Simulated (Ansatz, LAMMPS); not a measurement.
## Structural relaxation of glassy 84P2O5-16Fe2O3 (mol %) (127 atoms)

How does glassy 84P2O5-16Fe2O3 (mol %) (127 atoms) relax, and what do bonds and levels look like afterwards?

Main program and level: Ansatz 0.2.0; Kohn-Sham DFT, LDA, PAW (set soft_2), plane waves.

### 1. The structure

The cell holds 127 atoms: 32 P, 6 Fe and 89 O. Cell: a = 11.729 Å, b = 11.729 Å, c = 11.729 Å, α = 90.0°, β = 90.0°, γ = 90.0°. 127 atoms (32 P, 6 Fe, 89 O) placed at random at 2.58 g/cm³, melted at 4000 K for 10 ps at fixed volume with the Morse and Coulomb pair potential with partial charges (Pedone, Malavasi, Menziani, Cormack and Segre, J. Phys. Chem. B 110, 11780 (2006)). Quenched from 4000 K to 300 K at 10 K/ps and fixed volume, held 10 ps at zero pressure, then minimised at fixed cell.

Limits known from the start: The quench rate of 10 K/ps is many orders above laboratory rates, so the cell is likely richer in defects and strain than a real sample. The starting topology of bonds comes from the classical model. Without a Hubbard term or exact exchange, open shells on Fe are likely too delocalised. Sampling is at Γ alone, for a cell whose shortest periodic width is 12 Å.

### 2. The classical run that made the cell

A classical potential makes the cell, at a small fraction of what the same run would cost in DFT.

This step: classical MD, Morse and Coulomb pair potential with partial charges (Pedone, Malavasi, Menziani, Cormack and Segre, J. Phys. Chem. B 110, 11780 (2006)) (LAMMPS 22 Jul 2025 - Update 4).

Input file in.lmp:

```
# melt-quench of P32Fe6O89
units metal
atom_style charge
boundary p p p
region box block 0 12.1044 0 12.1044 0 12.1044
create_box 3 box
mass 1 30.9738   # P
mass 2 55.8450   # Fe
mass 3 15.9990   # O
create_atoms 1 random 32 34905 NULL overlap 1.5 maxtry 2000
create_atoms 2 random 6 34912 NULL overlap 1.5 maxtry 2000
create_atoms 3 random 89 34919 NULL overlap 1.5 maxtry 2000
pair_style hybrid/overlay pedone 5.5 coul/long 8.0
pair_coeff * * coul/long
pair_coeff 1 3 pedone 0.831326 2.585833 1.800790 1   # P-O
pair_coeff 2 3 pedone 0.418981 1.620376 2.382183 2   # Fe-O
pair_coeff 3 3 pedone 0.042395 1.379316 3.618701 22   # O-O
set type 1 charge 3
set type 2 charge 1.8
set type 3 charge -1.2
kspace_style pppm 1.0e-4
neigh_modify delay 0 every 1 check yes
thermo_style custom step time temp pe press density
thermo_modify norm yes
timestep 0.002
thermo 100
min_style cg
minimize 1e-4 1e-4 200 2000
reset_timestep 0
velocity all create 4000 34906 mom yes dist gaussian
fix lim all nve/limit 0.05
fix lan all langevin 4000 4000 0.2 34907 zero yes
thermo 500
run 1000 post no
# [... 10 lines left out ...]
thermo 1666
fix md all npt temp 300 300 0.2 iso 0 0 2
run 5000 post no
unfix md
thermo 100
min_style cg
minimize 0 1e-3 2000 20000
write_dump all custom glass.dump id type xs ys zs modify sort id
```

Command:

```console
$ lmp -in in.lmp -log none -nocite
```

Numbers of over 12 decimals in the logs are rounded to 6 here.

Log:

```text
LAMMPS (22 Jul 2025 - Update 4)
Created orthogonal box = (0 0 0) to (12.1044 12.1044 12.1044)
Created 32 atoms
Created 6 atoms
Created 89 atoms
PPPM initialization ...
  G vector (1/distance) = 0.39310854
  grid = 15 15 15
  estimated relative force accuracy = 4.6487508e-05
   Step          Time           Temp          PotEng         Press         Density
         0   0              0             -6.9496054      312560.71      2.5749836
        91   0.182          0             -21.426172     -11796.218      2.5749836
Loop time of 0.111197 s on 1 MPI rank(s) for 91 steps with 127 atoms
Minimization stats:
  Stopping criterion = energy tolerance
[... 37 lines left out ...]
    194922   389.844        249.04058     -21.744301     -1648.4892      2.7914741
    196000   392            277.3894      -21.741692     -1258.4305      2.8302362
Loop time of 5.11258 s on 1 MPI rank(s) for 5000 steps with 127 atoms
   Step          Time           Temp          PotEng         Press         Density
    196000   392            277.3894      -21.741697     -1262.1625      2.8302362
    196020   392.04         277.3894      -21.78253      -1478.0844      2.8302362
Loop time of 0.0657899 s on 1 MPI rank(s) for 20 steps with 127 atoms
Minimization stats:
  Stopping criterion = linesearch alpha is zero
  Energy initial, next-to-last, final =
     -21.7416971955714  -21.7825304444107  -21.7825304444107
  Force two-norm initial, final = 22.348089 1.089658
  Iterations, force evaluations = 20 75
```

Wall time 2.3 min (1 thread of Arm Neoverse V1, shared host); peak memory 0.071 GiB.

### 3. Single point at the start

A single point comes first, to see the forces before anything moves.

Input file input.yaml:

```yaml
crystal:
  lattice:
    - [11.72899, 0.0, 0.0]
    - [0.0, 11.72899, 0.0]
    - [0.0, 0.0, 11.72899]
  atoms:
    - { symbol: P, position: [0.85458, 0.87163, 0.72219] }
    - { symbol: P, position: [0.21007, 0.98432, 0.80177] }
    - { symbol: P, position: [0.32195, 0.17207, 0.49392] }
    - { symbol: P, position: [0.05328, 0.18921, 0.75366] }
    - { symbol: P, position: [0.90884, 0.14525, 0.3594] }
    - { symbol: P, position: [0.82027, 0.41129, 0.99547] }
    - { symbol: P, position: [0.32323, 0.91928, 0.5714] }
    - { symbol: P, position: [0.08735, 0.29834, 0.49367] }
    - { symbol: P, position: [0.52832, 0.90027, 0.89232] }
    - { symbol: P, position: [0.57185, 0.35827, 0.29947] }
    - { symbol: P, position: [0.69386, 0.40754, 0.62243] }
    - { symbol: P, position: [0.82855, 0.39198, 0.25782] }
    - { symbol: P, position: [0.65792, 0.70206, 0.78244] }
    - { symbol: P, position: [0.54632, 0.94409, 0.3342] }
    - { symbol: P, position: [0.21074, 0.57947, 0.86842] }
    - { symbol: P, position: [0.52776, 0.60679, 0.57784] }
    - { symbol: P, position: [0.57462, 0.4995, 0.94846] }
    - { symbol: P, position: [0.23702, 0.64114, 0.22702] }
    - { symbol: P, position: [0.60053, 0.11128, 0.75936] }
    - { symbol: P, position: [0.26726, 0.56296, 0.60836] }
    - { symbol: P, position: [0.16646, 0.74829, 0.44396] }
    - { symbol: P, position: [0.95074, 0.901, 0.48062] }
    - { symbol: P, position: [0.22024, 0.98818, 0.19697] }
    - { symbol: P, position: [0.1569, 0.3941, 0.25242] }
    - { symbol: P, position: [0.62297, 0.70225, 0.35601] }
    - { symbol: P, position: [0.41305, 0.28669, 0.71692] }
    - { symbol: P, position: [0.2282, 0.31826, 0.9001] }
    - { symbol: P, position: [0.85566, 0.78155, 0.10427] }
    - { symbol: P, position: [0.59117, 0.05217, 0.0986] }
    - { symbol: P, position: [0.93926, 0.50039, 0.5945] }
    - { symbol: P, position: [0.48024, 0.64846, 0.14249] }
    - { symbol: P, position: [0.96893, 0.02301, 0.12704] }
    [... 89 atom lines left out ...]
    - { symbol: O, position: [0.83964, 0.96561, 0.80762] }
    - { symbol: O, position: [0.09935, 0.01311, 0.14096] }
    - { symbol: O, position: [0.69776, 0.4076, 0.27956] }
    - { symbol: O, position: [0.56322, 0.96356, 0.00216] }
    - { symbol: O, position: [0.26068, 0.82963, 0.5025] }
    - { symbol: O, position: [0.89481, 0.91368, 0.60106] }
magnetization:
  spin_polarized: true
kpoints:
  mp_grid: { grid: [1, 1, 1] }
hamiltonian:
  xc: lda
scf:
  occupations: { method: gaussian, width: 0.05 }
  lower_state_search: "off"
output:
  forces: true
  stress: true
  populations: true
  dos:
    method: { smearing: { sigma: 0.15 } }
    de: 0.1
    projected: { site_lists: { Fe: [Fe], O: [O], P: [P] } }
  eigenvalues: true
```

Command:

```console
$ ansatz run input.yaml --threads 8 --pin off --max-ram 15872MiB --backend cpu --events-out ev --progress --plain --runs-dir out
```

Log:

```text
Engine: ansatz 0.2.0, aarch64-unknown-linux-gnu
Pseudopotentials: kind: paw
Pseudopotential: P, paw, valence charge 5, recommended cutoff 420 eV (normal), P.paw.azcp
Pseudopotential: Fe, paw, valence charge 16, recommended cutoff 420 eV (normal), Fe.paw.azcp
Pseudopotential: O, paw, valence charge 6, recommended cutoff 420 eV (normal), O.paw.azcp
Functional definition: SPW92
  exchange = slater_x
  correlation = pw_c
Crystal: 127 atoms, lattice volume = 1613.548 Å³
Basis set: ecut = 420 eV, 31463 PW (Γ)
Bands: 537, of which v1, the nominal top of the filled ones, is band 395 counted from 1 (394 counted from 0)
Symmetry: 1 space group operations
Space group: P1 (ITA 1), of the structure as read, at distance tolerance 1.2e-4 Å
Magnetic group: BNS 1.1 (UNI 1), of the structure as read, at distance tolerance 1.2e-4 Å
k-points: 1
Non-local potential: P, projectors of the file, l = 0: 2, l = 1: 2, l = 2: 2
Non-local potential: Fe, projectors of the file, l = 0: 3, l = 1: 2, l = 2: 3, l = 3: 1
Non-local potential: O, projectors of the file, l = 0: 2, l = 1: 2, l = 2: 1
PAW form: soft (Blöchl's): semilocal exchange-correlation on the pseudo side does not see the compensation charge
PAW frozen core: P, regenerated for the run's functional, and the local potential with it (the file was generated under x = pbe(κ = 0.804, μ = 0.219515), c = pbe(β = 0.066725))
PAW frozen core: Fe, regenerated for the run's functional, and the local potential with it (the file was generated under x = pbe(κ = 0.804, μ = 0.219515), c = pbe(β = 0.066725))
PAW frozen core: O, regenerated for the run's functional, and the local potential with it (the file was generated under x = pbe(κ = 0.804, μ = 0.219515), c = pbe(β = 0.066725))
PAW one-centre angular grid: P, 110 points (default); XC on 64 Gauss nodes
PAW one-centre angular grid: Fe, 590 points (default); XC on 64 Gauss nodes
PAW one-centre angular grid: O, 110 points (default); XC on 64 Gauss nodes
Initial density: superposition of atomic densities (chi_scale 0.1, normalization cell, long waves kept (reshape's long-wave potential 0.77 eV rms))
Starting moments: Σ|m| = 30 μB on 6 of 127 sites
Initial wavefunctions: pseudopotential atomic-orbital guess
Functional: x = slater, c = lda
SCF iter   1: F=—  HF=-99372.522595 eV  |F-HF|=—  |Δ(HF+E_count)|=         —  Δρ=2.32e-1 (↑2.32e-1 ↓1.19e-1)  dr2=2.28e3  dr2_m=1.94e2  M=-0.707 μB ∫|m|=2.838 μB  β_m=0.30  ethr=3.10e-3  ⟨swp⟩=6.0  Hψ=4722  notcnv=0  defer=237
preconditioner: auto → Kerker (q_TF=auto, 2.422 Å⁻¹)  [metal: Δε(μ)=0.022 eV  Ē_g=16.854 eV  σ=0.050 eV  W_gap=0.25  n_scr=388 (ndim 8)  ℏωp=25.2 eV  f_vac=0.109  D(μ)=72.48/eV (n_scr^D=618)]
spin=Collinear: Kerker preconditioning applied to the charge; magnetization (m = ρ↑ − ρ↓) channel mixes plain (no charge-response kernel on spin).
SCF iter   2: F=—  HF=-99250.839454 eV  |F-HF|=—  |Δ(HF+E_count)|=    1.22e2  Δρ=8.31e-2 (↑8.31e-2 ↓6.68e-2)  dr2=2.53e2  dr2_m=8.16e0  M=-20.000 μB ∫|m|=29.808 μB  β_m=1.00  ethr=3.10e-3  ⟨swp⟩=7.5  Hψ=3573  notcnv=0  defer=257
preconditioner: auto → Resta (q_TF=auto, 2.422 Å⁻¹)  ε∞=3.3  [insulator: Δε(μ)=0.400 eV  Ē_g=16.637 eV  σ=0.050 eV  W_gap=1.00  n_scr=388 (ndim 8)  ℏωp=25.2 eV  f_vac=0.106  D(μ)=0.00/eV (n_scr^D=0)  ε∞_Penn≈3.3]
spin=Collinear: Resta preconditioning applied to the charge; magnetization (m = ρ↑ − ρ↓) channel mixes plain (no charge-response kernel on spin).
SCF iter   3: F=—  HF=-99189.643581 eV  |F-HF|=—  |Δ(HF+E_count)|=    6.12e1  Δρ=3.75e-2 (↑3.75e-2 ↓3.49e-2)  dr2=6.81e1  dr2_m=3.17e-1  M=-20.000 μB ∫|m|=29.825 μB  β_m=1.00  ethr=3.10e-3  ⟨swp⟩=5.5  Hψ=2142  notcnv=0  defer=253
SCF iter   4: F=—  HF=-99182.511680 eV  |F-HF|=—  |Δ(HF+E_count)|=    7.13e0  Δρ=8.82e-2 (↑8.82e-2 ↓5.32e-2)  dr2=3.05e2  dr2_m=3.16e1  M=-15.560 μB ∫|m|=21.344 μB  β_m=0.30  ethr=3.10e-3  ⟨swp⟩=5.0  Hψ=2113  notcnv=0  defer=254
SCF iter   5: F=—  HF=-99177.168047 eV  |F-HF|=—  |Δ(HF+E_count)|=    5.34e0  Δρ=3.45e-2 (↑3.45e-2 ↓1.79e-2)  dr2=3.73e1  dr2_m=3.88e0  M=-17.964 μB ∫|m|=27.675 μB  β_m=0.30  ethr=3.10e-3  ⟨swp⟩=3.0  Hψ=1330  notcnv=0  defer=254
SCF iter   6: F=—  HF=-99186.127473 eV  |F-HF|=—  |Δ(HF+E_count)|=    8.96e0  Δρ=5.30e-2 (↑4.42e-2 ↓5.30e-2)  dr2=1.56e2  dr2_m=8.15e0  M=-15.207 μB ∫|m|=25.400 μB  β_m=0.30  ethr=3.10e-3  ⟨swp⟩=7.5  Hψ=3578  notcnv=0  defer=261
SCF iter   7: F=—  HF=-99182.485246 eV  |F-HF|=—  |Δ(HF+E_count)|=    3.64e0  Δρ=3.96e-2 (↑3.96e-2 ↓2.28e-2)  dr2=5.78e1  dr2_m=4.01e0  M=-20.000 μB ∫|m|=28.032 μB  β_m=0.30  ethr=3.10e-3  ⟨swp⟩=4.0  Hψ=2116  notcnv=0  defer=260
SCF iter   8: F=—  HF=-99179.273806 eV  |F-HF|=—  |Δ(HF+E_count)|=    3.21e0  Δρ=2.81e-2 (↑2.81e-2 ↓1.86e-2)  dr2=2.15e1  dr2_m=4.11e0  M=-20.000 μB ∫|m|=29.910 μB  β_m=1.00  ethr=3.10e-3  ⟨swp⟩=5.0  Hψ=1725  notcnv=0  defer=250
SCF iter   9: F=—  HF=-99177.030055 eV  |F-HF|=—  |Δ(HF+E_count)|=    2.24e0  Δρ=1.21e-2 (↑1.18e-2 ↓1.21e-2)  dr2=1.24e1  dr2_m=2.53e-2  M=-20.000 μB ∫|m|=29.873 μB  β_m=0.30  ethr=2.73e-3  ⟨swp⟩=4.0  Hψ=1304  notcnv=0  defer=260
SCF iter  10: F=—  HF=-99177.043156 eV  |F-HF|=—  |Δ(HF+E_count)|=   1.31e-2  Δρ=1.01e-2 (↑9.55e-3 ↓1.01e-2)  dr2=9.28e0  dr2_m=2.43e-2  M=-20.000 μB ∫|m|=29.859 μB  β_m=0.30  ethr=1.57e-3  ⟨swp⟩=2.5  Hψ=1053  notcnv=0  defer=260
[...]
spin-set hold released at iteration 10 (site moments contracting): the magnetisation degrees of freedom join the quasi-Newton model from the next iteration; the mixer history was flushed
[...]
SCF iter  21: F=—  HF=-99175.790347 eV  |F-HF|=—  |Δ(HF+E_count)|=   2.77e-4  Δρ=3.87e-4 (↑9.07e-5 ↓3.87e-4)  dr2=3.90e-3  dr2_m=5.59e-4  M=-19.997 μB ∫|m|=29.768 μB  β_m=0.40  ethr=1.26e-6  ⟨swp⟩=2.0  Hψ=1041  notcnv=0  defer=252
SCF iter  22: F=—  HF=-99175.790425 eV  |F-HF|=—  |Δ(HF+E_count)|=   7.76e-5  Δρ=5.87e-4 (↑1.15e-4 ↓5.87e-4)  dr2=9.31e-3  dr2_m=1.19e-3  M=-19.998 μB ∫|m|=29.708 μB  β_m=0.27  ethr=4.94e-7  ⟨swp⟩=3.0  Hψ=1546  notcnv=0  defer=252  recentre
SCF iter  23: F=—  HF=-99175.790120 eV  |F-HF|=—  |Δ(HF+E_count)|=   3.05e-4  Δρ=1.65e-4 (↑2.23e-5 ↓1.65e-4)  dr2=6.31e-4  dr2_m=1.05e-4  M=-19.997 μB ∫|m|=29.757 μB  β_m=0.33  ethr=4.94e-7  ⟨swp⟩=2.5  Hψ=1102  notcnv=0  defer=252
SCF iter  24: F=—  HF=-99175.790108 eV  |F-HF|=—  |Δ(HF+E_count)|=   1.19e-5  Δρ=3.29e-5 (↑3.29e-5 ↓2.38e-5)  dr2=2.92e-5  dr2_m=7.13e-6  M=-19.997 μB ∫|m|=29.746 μB  β_m=0.38  ethr=7.99e-8  ⟨swp⟩=2.5  Hψ=1136  notcnv=0  defer=252
SCF iter  25: F=—  HF=-99175.790040 eV  |F-HF|=—  |Δ(HF+E_count)|=   6.87e-5  Δρ=4.79e-5 (↑2.18e-5 ↓4.79e-5)  dr2=6.78e-5  dr2_m=9.26e-6  M=-19.998 μB ∫|m|=29.744 μB  β_m=0.38  ethr=3.69e-9  ⟨swp⟩=2.5  Hψ=1726  notcnv=0  defer=252
SCF iter  26: F=—  HF=-99175.790038 eV  |F-HF|=—  |Δ(HF+E_count)|=   1.96e-6  Δρ=2.52e-5 (↑1.38e-5 ↓2.52e-5)  dr2=1.94e-5  dr2_m=2.72e-6  M=-19.998 μB ∫|m|=29.746 μB  β_m=0.32  ethr=3.69e-9  ⟨swp⟩=2.0  Hψ=1605  notcnv=0  defer=252
SCF iter  27: F=—  HF=-99175.790036 eV  |F-HF|=—  |Δ(HF+E_count)|=   1.06e-6  Δρ=6.88e-6 (↑4.25e-6 ↓6.88e-6)  dr2=1.64e-6  dr2_m=1.96e-7  M=-19.998 μB ∫|m|=29.747 μB  β_m=0.33  ethr=2.46e-9  ⟨swp⟩=2.0  Hψ=852  notcnv=0  defer=252
SCF iter  28: F=—  HF=-99175.790036 eV  |F-HF|=—  |Δ(HF+E_count)|=   2.61e-8  Δρ=7.41e-6 (↑4.06e-6 ↓7.41e-6)  dr2=1.51e-6  dr2_m=2.89e-7  M=-19.998 μB ∫|m|=29.748 μB  β_m=0.27  ethr=2.08e-10  ⟨swp⟩=3.0  Hψ=1297  notcnv=0  defer=252
SCF iter  29: F=—  HF=-99175.790036 eV  |F-HF|=—  |Δ(HF+E_count)|=   3.99e-8  Δρ=4.72e-6 (↑2.48e-6 ↓4.72e-6)  dr2=6.12e-7  dr2_m=1.15e-7  M=-19.998 μB ∫|m|=29.748 μB  β_m=0.31  ethr=1.91e-10  ⟨swp⟩=1.5  Hψ=823  notcnv=0  defer=252
SCF iter  30: F=-99175.790036 eV  HF=-99175.790036 eV  |F-HF|=8.16e-8  |Δ(HF+E_count)|=   1.76e-8  Δρ=1.83e-6 (↑7.70e-7 ↓1.83e-6)  dr2=9.66e-8  dr2_m=1.35e-8  M=-19.998 μB ∫|m|=29.748 μB  ethr=1.27e-11  ⟨swp⟩=17.5  Hψ=8212  notcnv=0
SCF 1 converged in 30 iterations: F = -99175.790036 eV  dr2 = 9.66e-8
  greatest PAW one-centre occupation: 1.004 electrons in one spin orbital (limit 2), on the Fe atom at site 35 (counted from 0), in its partial waves of l = 1
SCF converged after 30 iterations
Magnetization: -19.9978 μB (385.0011 up, 404.9989 down)
Absolute magnetization: 29.7519 μB (∫|ρ↑−ρ↓|, with the PAW one-centre terms)
Spin contamination: 4.9649 ħ² per cell (⟨S²⟩ above its minimum at these occupations)
Per-site moments (μB) at R_I (Å): [(0.000294468, 0.618718), (-0.00229591, 0.613821), (-0.000303801, 0.603608), (0.00243718, 0.607671), (-0.00637545, [...]
Free energy (F): -99175.790036 eV
Harris-Foulkes:  -99175.790036 eV  (|F-HF|=8.16e-8)
Internal energy: -99175.786875 eV  (E = F + TS)
E sigma→0 (E₀):  -99175.788456 eV
Entropy (-TS):   -0.003162 eV (-0.025 meV/atom)
Fermi energy:    4.237795 eV
--- Per-component energies (eV) ---
  E_band       = -6312.579165
  E_kinetic    = 20211.775097
  E_local      = -69598.405082  (includes V_loc(G=0)·N_el)
  E_nonlocal   = 6854.610874
  E_hartree    = 26383.098160
  E_xc         = -9097.991135
  E_vxc        = -11139.087142  (∫ρ·V_xc dr)
  E_paw        = -38281.725050  (= ΣΔE_a)
  E_vpaw       = -5407.923817  (= ΣTr[D̂ρ^β])
  E_aug_tail   = 0.235091  (compensation charges beyond the density's cutoff)
  E_ewald      = -35662.175303
  E_core_change = 14.790474  (= ΣΔE_core)
  E_smearing   = -0.003162  (= −TS)
  E_closure    = -0.000000  (closes the sum)
  Σ components = -99175.790036   (vs F -99175.790036, Δ=0.00e0)
--- Forces (eV/Å), atoms counted from 1 ---
  atom   1  P      0.23925619    -1.04494496     2.55086251
  atom   2  P      3.23498624     2.79169006     1.56100312
  atom   3  P      2.47019178     1.16290973    -0.36358464
  atom   4  P      0.48364885    -1.13408152    -1.40447476
  atom   5  P     -1.39886140    -0.13714450     1.03440026
  atom   6  P      0.92077660     0.57647138    -0.91512864
  atom   7  P      2.28649451     0.01000915     2.33571551
  atom   8  P     -0.47530587     0.36471311    -0.84741581
  atom   9  P     -1.53542993     1.01240527    -0.05629470
  atom  10  P     -1.18805391     0.64217245     1.41683142
  atom  11  P      0.25594678    -3.89508040     3.16976781
  atom  12  P     -0.51627359    -0.19296967     1.72501115
  atom  13  P      4.20713337    -1.40586341     0.79276170
  atom  14  P     -5.34462113     0.23865468     0.02158280
[...]
atom 126  O     -0.35104812    -0.63310642    -1.54757998
  atom 127  O     -0.14045398     1.15507729    -0.49421604
  max |Σ_I F_I| component: 7.47e-5 eV/Å
--- Stress (GPa, compression-positive) ---
       -3.709618       0.117298       0.133874
        0.117298      -6.411392       0.439567
        0.133875       0.439567      -5.857933
  P = ⅓ Tr σ = -5.3263 GPa (-53.263 kbar)
--- Band table (eV) ---
  k-point 0 ↑: bands = ["-86.1467", "-81.3551", "-81.2364", "-80.9477", [... 521 levels ...], "13.7574", "13.8067", "13.8802", "13.9013", "13.9096", "13.9379", "13.9725", "14.0216", "14.0415", "14.0677", "14.1012", "14.1406"]
  k-point 0 ↓: bands = ["-85.9240", "-85.7920", "-85.5184", "-85.4834", [... 521 levels ...], "13.6775", "13.7324", "13.8103", "13.8279", "13.8538", "13.8683", "13.9015", "13.9420", "13.9786", "13.9857", "14.0269", "14.0610"]
--- Löwdin populations: 127 sites ---
  site symbol       q [e]    m [muB]
     0      P      2.8080    -0.0009
     1      P      2.8255    -0.0028
     2      P      2.7884    -0.0004
[...]
126      O      6.7178    -0.0082
  spilling = 0.016562 (of n_electrons = 790.000000)
```

Run time: 88 s. Hardware: 8 threads of Arm Neoverse V1, shared host; peak memory 4.1 GiB; 11 min of CPU time.

The run gave:

```yaml
free_energy: -99175.7900 eV
free_energy_per_atom: -780.9117 eV/atom
scf_cycles: 30
pressure: -5.326 GPa
r_m_s_force_component: 1.183 eV/Å
longest_force: 5.35 eV/Å
fermi_energy: 4.238 eV
spacing_of_highest_filled_and_lowest_empty_level: 0.1496 eV
total_moment: -20 μB
absolute_moment: 29.75 μB
spilling_of_the_projection: 0.01656
```

The r.m.s. force component of 1.2 eV/Å and the pressure of -5.3 GPa set the starting point.

Neighbours are counted within 2.11 Å (O-P), 2.48 Å (O-Fe).

Length of the force by element and coordination:

| element | coordination | atoms | mean length of the force (eV/Å) | spread | least | most |
| --- | --- | --- | --- | --- | --- | --- |
| Fe | all | 6 | 1.06 | 0.479 | 0.358 | 1.78 |
| Fe | 5 | 3 | 0.861 | 0.492 | 0.358 | 1.53 |
| Fe | 6 | 3 | 1.25 | 0.374 | 0.913 | 1.78 |
| O | all | 89 | 1.36 | 0.742 | 0.089 | 3.45 |
| O | 1 | 13 | 1.05 | 0.434 | 0.413 | 1.79 |
| O | 2 | 76 | 1.41 | 0.770 | 0.089 | 3.45 |
| P | all | 32 | 2.92 | 1.10 | 1.04 | 5.35 |
| P | 4 | 28 | 2.97 | 1.06 | 1.42 | 5.35 |
| P | 5 | 4 | 2.56 | 1.32 | 1.04 | 4.51 |

(Part 1 of 3 ends here.)

[Logs are printed without paths, hosts, clocks, repeated set-up lines and the standing remarks that a program may print on its own settings, such as how far it seeks lower states.]

[Hosts, paths, dates, database ids (printed as entryN), source tags and the programs' standing remarks are cut or masked in the printed files.]
